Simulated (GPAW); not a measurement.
## Core-hole calculation of the Zn K edge in zinc-blende (ZnS)₁₋ₓ(ZnSe)ₓ at x = 0.125

Aim: the Zn K edge in zinc-blende (ZnS)₁₋ₓ(ZnSe)ₓ at x = 0.125, one member of a composition series.

Method: X-ray absorption from dipole matrix elements to empty bands, plane-wave PAW PBE, in GPAW 26.7.0.

Report form: the programs' logs are mostly left out.

## (1) Set-up

The cell holds 16 atoms: 8 Zn, 7 S and 1 Se. Its edges and angles: a = 7.697 Å, b = 7.697 Å, c = 7.697 Å, α = 60.0°, β = 60.0°, γ = 60.0°. 16-atom zinc-blende cell, 1 of 8 S sites taken by Se at random, lattice constants typed for the ends and interpolated (Vegard).

## (2) Relaxation

Bond lengths around the absorber set the edge shape, so the atoms are relaxed before any spectrum.

The input, relax.py:

```python
import numpy as np
from ase import Atoms
from ase.parallel import parprint, paropen
from gpaw import GPAW, PW, FermiDirac, Mixer, MixerDif, setup_paths
from ase.optimize import BFGS

atoms = Atoms('ZnSZnSeZnSZnSZnSZnSZnSZnS',
    cell=[[0, 5.44225, 5.44225],
     [5.44225, 0, 5.44225],
     [5.44225, 5.44225, 0]],
    scaled_positions=[[0.99921, 0.001964, 0.003262],
     [0.123961, 0.12638, 0.123013],
     [0.997655, 0.999098, 0.50049],
     [0.122988, 0.125851, 0.62372],
     [0.998104, 0.501686, 0.000911],
     [0.125841, 0.62996, 0.124636],
     [0.0002, 0.501157, 0.498741],
     [0.128454, 0.623753, 0.624976],
     [0.499455, 0.002003, 0.002897],
     [0.62722, 0.125709, 0.125275],
     [0.502045, 0.998008, 0.501886],
     [0.623381, 0.126529, 0.625388],
     [0.499794, 0.498525, 0.997845],
     [0.623465, 0.622767, 0.125901],
     [0.499723, 0.497976, 0.501733],
     [0.623955, 0.625341, 0.626045]],
    pbc=True)
atoms.calc = GPAW(legacy_gpaw=True, mode=PW(400, force_complex_dtype=True), xc='PBE', setups={},
    kpts={'size': (3, 3, 3), 'gamma': True}, occupations=FermiDirac(0.08),
    charge=0, mixer=Mixer(0.1, 5, 50), maxiter=150,
    convergence={'density': 0.0001, 'eigenstates': 1e-6}, txt='relax.txt')
steps = []
opt = BFGS(atoms, logfile='-')
opt.attach(lambda: steps.append([atoms.get_potential_energy(), float(np.linalg.norm(atoms.get_forces(), axis=1).max())]))
done = opt.run(fmax=0.05, steps=30)
out = dict(done=bool(done), steps=steps, frac=atoms.get_scaled_positions().tolist())
import json
with paropen('out.json', 'w') as f:
    json.dump(out, f)
```

The run is started by

```
> OMP_NUM_THREADS=1 mpirun -n 4 gpaw python relax.py
```

Run time: 2.1 min. Hardware: 4 MPI ranks of AMD EPYC 9R14 (Zen 4), shared host; peak memory 0.37 GiB; 8.2 min of CPU time.

In 5 steps the energy fell by 80 meV (energies extrapolated to zero smearing) and the largest force to 0.046 eV/Å. Atom 7 (Zn; the text counts from 1, the script from 0) is among those that moved most, by 0.06 Å.

## (3) The field without a hole

A plain self-consistent run shows whether there is a gap, which decides the set-up of the core-hole run.

The input, scf.py:

```python
import numpy as np
from ase import Atoms
from ase.parallel import parprint, paropen
from gpaw import GPAW, PW, FermiDirac, Mixer, MixerDif, setup_paths
from gpaw.test import gen
setup_paths.insert(0, '.')
gen('Zn', name='nch1s', xcname='PBE', corehole=(1, 0, 0), write_xml=True)
from gpaw.mpi import world
world.barrier()

atoms = Atoms('ZnSZnSeZnSZnSZnSZnSZnSZnS',
    cell=[[0, 5.44225, 5.44225],
     [5.44225, 0, 5.44225],
     [5.44225, 5.44225, 0]],
    scaled_positions=[[0.9969105, 0.9988528, 0.009812],
     [0.1252951, 0.1273024, 0.1249167],
     [0.995408, 0.9958786, 0.4963743],
     [0.124329, 0.1253034, 0.6244964],
     [0.9981478, 0.5023847, 0.0010741],
     [0.1251178, 0.6264317, 0.1242564],
     [0.9970642, 0.5112036, 0.4961224],
     [0.1254378, 0.6243787, 0.6261396],
     [0.5000916, 0.999436, 0.0023707],
     [0.6246824, 0.1254278, 0.1260725],
     [0.5097311, 0.9963209, 0.4981742],
     [0.6238052, 0.1248006, 0.6273897],
     [0.4997703, 0.4999243, 0.999531],
     [0.6239585, 0.6252171, 0.125259],
     [0.5006751, 0.4996284, 0.4995324],
     [0.6251058, 0.6243668, 0.6249909]],
    pbc=True)
atoms.calc = calc = GPAW(legacy_gpaw=True, mode=PW(400, force_complex_dtype=True), xc='PBE', setups={0: 'nch1s'},
    kpts={'size': (3, 3, 3), 'gamma': True}, occupations=FermiDirac(0.05),
    charge=0, mixer=Mixer(0.1, 5, 50), maxiter=150,
    convergence={'density': 0.0001, 'eigenstates': 1e-6}, txt='scf.txt')
energy = atoms.get_potential_energy() + calc.get_reference_energy()
ef = calc.get_fermi_level()
out = dict(energy=energy, fermi=ef, forces=atoms.get_forces().tolist())
parprint(f'all-electron energy {energy:.4f} eV, Fermi level {ef:.4f} eV')
ev = np.array([[calc.get_eigenvalues(k, s) for k in range(len(calc.get_ibz_k_points()))] for s in range(calc.get_number_of_spins())])
out['homo'], out['lumo'], out['counts'] = ev[ev < ef].max(), ev[ev > ef].min(), sorted(set((ev < ef).sum((0, 2)).tolist()))
out['filled'] = (ev[:, 0] < ef).sum(1).tolist()
import json
with paropen('out.json', 'w') as f:
    json.dump(out, f)
```

The run is started by

```
> OMP_NUM_THREADS=1 mpirun -n 4 gpaw python scf.py
```

It took 43 s on 4 MPI ranks; peak memory 0.35 GiB; 2.8 min of CPU time.

The mesh shows a gap of 1.91 eV. The excited electron is kept all the same, so that all members of the series, with or without a gap, are treated alike.

## (4) Cell without a hole, the energy reference

The photon energy needs a difference of total energies, so the cell and mesh of the coming hole run are first run without a hole.

Edit scf.py of step 3 so:

```diff
@@ -32,3 +32,3 @@
 atoms.calc = calc = GPAW(legacy_gpaw=True, mode=PW(400, force_complex_dtype=True), xc='PBE', setups={0: 'nch1s'},
-    kpts={'size': (3, 3, 3), 'gamma': True}, occupations=FermiDirac(0.05),
+    kpts={'size': (3, 3, 3), 'gamma': True}, occupations=FermiDirac(0.02),
     charge=0, mixer=Mixer(0.1, 5, 50), maxiter=150,
```

It took 43 s on 4 MPI ranks; peak memory 0.35 GiB; 2.9 min of CPU time.

Reference energy: -533051.534 eV with the cores included.

## (5) Spectrum with XCH, Zn atom 1

The holes are 7.7 Å apart. In GPAW the data set carries the hole's charge, so charge=0 means a charged cell and charge=-1 a neutral one. The excited electron is kept in the cell, where it fills the lowest empty states and screens the hole. After the field has converged, empty bands are computed with the density fixed and the dipole matrix elements are summed.

The absorber has 3 S at 2.34 Å and 1 Se at 2.42 Å (distorted tetrahedral).

The input, xas.py:

```python
import numpy as np
from ase import Atoms
from ase.parallel import parprint, paropen
from gpaw import GPAW, PW, FermiDirac, Mixer, MixerDif, setup_paths
from gpaw.test import gen
setup_paths.insert(0, '.')
gen('Zn', name='fch1s', xcname='PBE', corehole=(1, 0, 1), write_xml=True)
from gpaw.mpi import world
world.barrier()

atoms = Atoms('ZnSZnSeZnSZnSZnSZnSZnSZnS',
    cell=[[0, 5.44225, 5.44225],
     [5.44225, 0, 5.44225],
     [5.44225, 5.44225, 0]],
    scaled_positions=[[0.9969105, 0.9988528, 0.009812],
     [0.1252951, 0.1273024, 0.1249167],
     [0.995408, 0.9958786, 0.4963743],
     [0.124329, 0.1253034, 0.6244964],
     [0.9981478, 0.5023847, 0.0010741],
     [0.1251178, 0.6264317, 0.1242564],
     [0.9970642, 0.5112036, 0.4961224],
     [0.1254378, 0.6243787, 0.6261396],
     [0.5000916, 0.999436, 0.0023707],
     [0.6246824, 0.1254278, 0.1260725],
     [0.5097311, 0.9963209, 0.4981742],
     [0.6238052, 0.1248006, 0.6273897],
     [0.4997703, 0.4999243, 0.999531],
     [0.6239585, 0.6252171, 0.125259],
     [0.5006751, 0.4996284, 0.4995324],
     [0.6251058, 0.6243668, 0.6249909]],
    pbc=True)
atoms.calc = calc = GPAW(legacy_gpaw=True, mode=PW(400, force_complex_dtype=True), xc='PBE', setups={0: 'fch1s'},
    kpts={'size': (3, 3, 3), 'gamma': True}, occupations=FermiDirac(0.04),
    charge=-1, mixer=Mixer(0.1, 5, 50), maxiter=150,
    convergence={'density': 0.0001, 'eigenstates': 1e-6}, txt='scf.txt')
energy = atoms.get_potential_energy() + calc.get_reference_energy()
ef = calc.get_fermi_level()
out = dict(energy=energy, fermi=ef, forces=atoms.get_forces().tolist())
parprint(f'all-electron energy {energy:.4f} eV, Fermi level {ef:.4f} eV')
ev = np.array([[calc.get_eigenvalues(k, s) for k in range(len(calc.get_ibz_k_points()))] for s in range(calc.get_number_of_spins())])
out['homo'], out['lumo'], out['counts'] = ev[ev < ef].max(), ev[ev > ef].min(), sorted(set((ev < ef).sum((0, 2)).tolist()))
out['filled'] = (ev[:, 0] < ef).sum(1).tolist()

from ase.units import Ha
from gpaw.xas import dipole_matrix_elements
nb = int(calc.get_number_of_electrons() / 2) + 165
top, nb = nb, nb + 8 + nb // 12
nscf = calc.fixed_density(kpts={'size': (4, 4, 4), 'gamma': True}, nbands=nb,
    convergence={'bands': top, 'eigenstates': 5e-3}, maxiter=60, txt='nscf.txt')
cell = atoms.cell.array
ops = [cell.T @ U.T @ np.linalg.inv(cell.T) for U in nscf.wfs.kd.symmetry.op_scc]
filled = [72]  # bands filled in the ground state, by spin
E = np.arange(-6, 30, 0.1)
fwhm = np.interp(E, [4, 25], [1.67, 3.5])
Y, X, zero, highest = 0, 0, 1e9, 1e9
for spin in range(nscf.get_number_of_spins()):
    wfs = nscf.wfs
    mine = wfs.bd.get_slice()  # this rank's bands
    A = dipole_matrix_elements(wfs.setups[0])
    eps = np.zeros((wfs.kd.nibzkpts, nb))
    d = np.zeros((3, A.shape[1], wfs.kd.nibzkpts, nb), complex)
    for kpt in wfs.kpt_u:
        if kpt.s == spin and 0 in kpt.P_ani:
            eps[kpt.k, mine] = kpt.eps_n * Ha
            d[:, :, kpt.k, mine] = (kpt.weight * wfs.nspins / 2) ** 0.5 * np.inner(A, kpt.P_ani[0])
    world.sum(eps)
    world.sum(d)
    T = np.einsum('amkn,bmkn->abkn', d, d.conj()).real
    T = sum(np.einsum('ai,ijkn,bj->abkn', R, T, R) for R in ops) / len(ops)
    empty = np.ones_like(eps, bool) & (np.arange(nb) >= filled[spin])
    zero, highest = min(zero, eps[empty].min()), min(highest, eps[:, top - 1].min())
    lines = [(eps, T, empty)] if spin == 0 else lines + [(eps, T, empty)]
for eps, T, empty in lines:
    f = np.einsum('aakn->akn', T).reshape(3, -1)
    x = eps.ravel() - zero
    w = np.interp(x, E, fwhm) / 2.35482
    g = np.exp(-0.5 * ((E[:, None] - x) / w) ** 2) / (w * (2 * np.pi) ** 0.5)
    Y = Y + (f * empty.ravel()) @ g.T
    X = X + (f * ~empty.ravel()) @ g.T
out.update(E=E.round(2).tolist(), xas=Y.tolist(), xes=X.tolist(), zero=zero, valid=highest - zero, nk=len(eps), nb=nb)
for i in range(0, len(E), 10):
    parprint(f'{E[i]:7.2f}', *(f'{v:10.3e}' for v in Y[:, i]))
import json
with paropen('out.json', 'w') as f:
    json.dump(out, f)
```

The run is started by

```
> OMP_NUM_THREADS=1 mpirun -n 4 gpaw python xas.py
```

The job ended after 3.1 min (4 MPI ranks; peak memory 0.76 GiB).

The Zn K spectrum, Zn atom 1, excited-electron core hole (neutral cell) (energy from the bottom of the conduction band, which holds the excited electron; intensity scaled to a mean of 1 over the first 20 eV):

```
E (eV)  intensity
  -2.0       0.00
  -1.4       0.00
  -0.8       0.00
  -0.2       0.02
   0.4       0.07
   1.0       0.22
   1.6       0.49
   2.2       0.81
   2.8       1.05
   3.4       1.29
   4.0       1.66
   4.6       2.00
   5.2       1.93
   5.8       1.48
   6.4       1.02
   7.0       0.80
   7.6       0.82
   8.2       0.94
   8.8       0.99
   9.4       0.94
  10.0       0.87
  10.6       0.88
  11.2       0.96
  11.8       1.02
  12.4       1.05
  13.0       1.04
  13.6       1.01
  14.2       1.00
  14.8       1.01
  15.4       1.01
  16.0       1.00
  16.6       0.98
  17.2       0.97
  17.8       0.97
  18.4       0.95
  19.0       0.91
  19.6       0.85
  20.2       0.80
  20.8       0.76
  21.4       0.75
  22.0       0.76
  22.6       0.80
  23.2       0.82
  23.8       0.84
  24.4       0.85
  25.0       0.85
  25.6       0.88
  26.2       0.92
  26.8       0.96
  27.4       1.00
```

Main maxima below 27 eV (height): 4.8 eV (2.03), 8.8 eV (0.99) and 12.4 eV (1.05). A K edge sees empty p states on the absorber.

The total-energy difference is 9692.79 eV. One term is added: -30.96 eV, since the hole is spin-paired here and a spin-polarised one costs that much less in the free atom (computed apart). The photon energy is then 9661.83 eV. The tabulated edge of the element is 9659 eV. The functional leaves an error of a few eV in such absolute values.

## (6) Cell without a hole, the energy reference

The absorbing element, whose data set is made anew, changes for the next run, so it gets a reference energy of its own.

Edit scf.py of step 4 so:

```diff
@@ -6,3 +6,3 @@
 setup_paths.insert(0, '.')
-gen('Zn', name='nch1s', xcname='PBE', corehole=(1, 0, 0), write_xml=True)
+gen('S', name='nch1s', xcname='PBE', corehole=(1, 0, 0), write_xml=True)
 from gpaw.mpi import world
@@ -31,3 +31,3 @@
     pbc=True)
-atoms.calc = calc = GPAW(legacy_gpaw=True, mode=PW(400, force_complex_dtype=True), xc='PBE', setups={0: 'nch1s'},
+atoms.calc = calc = GPAW(legacy_gpaw=True, mode=PW(400, force_complex_dtype=True), xc='PBE', setups={1: 'nch1s'},
     kpts={'size': (3, 3, 3), 'gamma': True}, occupations=FermiDirac(0.02),
```

The run is started by

```
> OMP_NUM_THREADS=1 mpirun -n 4 gpaw python scf.py
```

The job ended after 41 s (4 MPI ranks; peak memory 0.35 GiB).

Reference energy: -533051.534 eV with the cores included.

## (7) Spectrum with XCH, S atom 2

The holes are 7.7 Å apart. The excited electron is kept in the cell, where it fills the lowest empty states and screens the hole. After the field has converged, empty bands are computed with the density fixed and the dipole matrix elements are summed.

The absorber has 2 Zn at 2.34 Å and 2 Zn at 2.36 Å (tetrahedral).

Edit xas.py of step 5 so:

```diff
@@ -6,3 +6,3 @@
 setup_paths.insert(0, '.')
-gen('Zn', name='fch1s', xcname='PBE', corehole=(1, 0, 1), write_xml=True)
+gen('S', name='fch1s', xcname='PBE', corehole=(1, 0, 1), write_xml=True)
 from gpaw.mpi import world
@@ -31,3 +31,3 @@
     pbc=True)
-atoms.calc = calc = GPAW(legacy_gpaw=True, mode=PW(400, force_complex_dtype=True), xc='PBE', setups={0: 'fch1s'},
+atoms.calc = calc = GPAW(legacy_gpaw=True, mode=PW(400, force_complex_dtype=True), xc='PBE', setups={1: 'fch1s'},
     kpts={'size': (3, 3, 3), 'gamma': True}, occupations=FermiDirac(0.04),
@@ -53,3 +53,3 @@
 E = np.arange(-6, 30, 0.1)
-fwhm = np.interp(E, [4, 25], [1.67, 3.5])
+fwhm = np.interp(E, [4, 25], [0.9, 3.5])
 Y, X, zero, highest = 0, 0, 1e9, 1e9
@@ -58,3 +58,3 @@
     mine = wfs.bd.get_slice()  # this rank's bands
-    A = dipole_matrix_elements(wfs.setups[0])
+    A = dipole_matrix_elements(wfs.setups[1])
     eps = np.zeros((wfs.kd.nibzkpts, nb))
@@ -62,5 +62,5 @@
     for kpt in wfs.kpt_u:
-        if kpt.s == spin and 0 in kpt.P_ani:
+        if kpt.s == spin and 1 in kpt.P_ani:
             eps[kpt.k, mine] = kpt.eps_n * Ha
-            d[:, :, kpt.k, mine] = (kpt.weight * wfs.nspins / 2) ** 0.5 * np.inner(A, kpt.P_ani[0])
+            d[:, :, kpt.k, mine] = (kpt.weight * wfs.nspins / 2) ** 0.5 * np.inner(A, kpt.P_ani[1])
     world.sum(eps)
```

The run is started by

```
> OMP_NUM_THREADS=1 mpirun -n 4 gpaw python xas.py
```

Wall time 3 min (4 MPI ranks); peak memory 0.75 GiB; 12 min of CPU time.

The S K spectrum, S atom 2, excited-electron core hole (neutral cell) (energy from the bottom of the conduction band, which holds the excited electron; intensity scaled to a mean of 1 over the first 20 eV):

```
E (eV)  isotropic  ε ∥ x  ε ∥ z
  -2.0       0.00   0.00   0.00
  -1.0       0.00   0.00   0.00
   0.0       0.01   0.01   0.01
   1.0       0.38   0.37   0.40
   2.0       1.55   1.50   1.66
   3.0       1.86   1.83   1.93
   4.0       1.78   1.76   1.79
   5.0       1.05   1.05   1.06
   6.0       1.61   1.57   1.70
   7.0       1.43   1.49   1.31
   8.0       0.95   0.95   0.95
   9.0       0.92   0.93   0.89
  10.0       0.60   0.61   0.57
  11.0       0.49   0.48   0.49
  12.0       0.65   0.64   0.66
  13.0       0.89   0.87   0.93
  14.0       1.10   1.07   1.15
  15.0       1.13   1.11   1.15
  16.0       1.03   1.02   1.04
  17.0       0.88   0.87   0.89
  18.0       0.75   0.75   0.75
  19.0       0.68   0.70   0.64
  20.0       0.67   0.70   0.62
  21.0       0.71   0.73   0.67
  22.0       0.76   0.77   0.73
  23.0       0.76   0.77   0.75
  24.0       0.75   0.76   0.75
  25.0       0.81   0.82   0.81
  26.0       0.97   0.97   0.97
  27.0       1.14   1.13   1.14
  28.0       1.19   1.18   1.21
```

Main maxima below 24 eV (height): 2.7 eV (1.95), 4.0 eV (1.78), 6.4 eV (1.70) and 14.7 eV (1.13). 

The total-energy difference is 2484.54 eV. One term is added: -16.94 eV, since the hole is spin-paired here and a spin-polarised one costs that much less in the free atom (computed apart). The photon energy is then 2467.60 eV. The functional leaves an error of a few eV in such absolute values.

## (8) Outcome

- absorber and edge: Zn K, atom 1 of the ground-state input (counted from 1)
- surroundings: 3 S at 2.34 Å and 1 Se at 2.42 Å (distorted tetrahedral)
- highest intensity below 24 eV: 4.8 eV above the zero, height 2.03
- photon energy of the zero, with the added terms: 9661.8 eV (raw 9692.8 eV; uncertain by a few eV)

What this shows: The Zn K edge of atom 1, with 3 S at 2.34 Å and 1 Se at 2.42 Å (distorted tetrahedral), has its highest intensity of the first 24 eV at 4.8 eV above the zero, near 9667 eV in photon energy (uncertain by a few eV), 2.0 times the mean level of the first 20 eV (Gaussian full width 1.67 eV up to 4 eV, rising linearly to 3.5 eV at 25 eV). The script folds with a Gaussian, whereas the core hole's own line is a Lorentzian, so the onset is too steep and the first peak too high.

[Logs are printed without paths, hosts, clocks, repeated set-up lines and the standing remarks that a program may print on its own settings, such as how far it seeks lower states.]

[Hosts, paths, dates, database ids (printed as entryN), source tags and the programs' standing remarks are cut or masked in the printed files.]

[Lists of maxima count a maximum above −3 eV only where it reaches 4 % of the highest in the window and stands out from its surroundings by 2 % of it (1.5 % where it reaches 55 %); shoulders and weaker maxima are passed over, and of the rest the first, up to two pre-edge ones and the few strongest are named.]
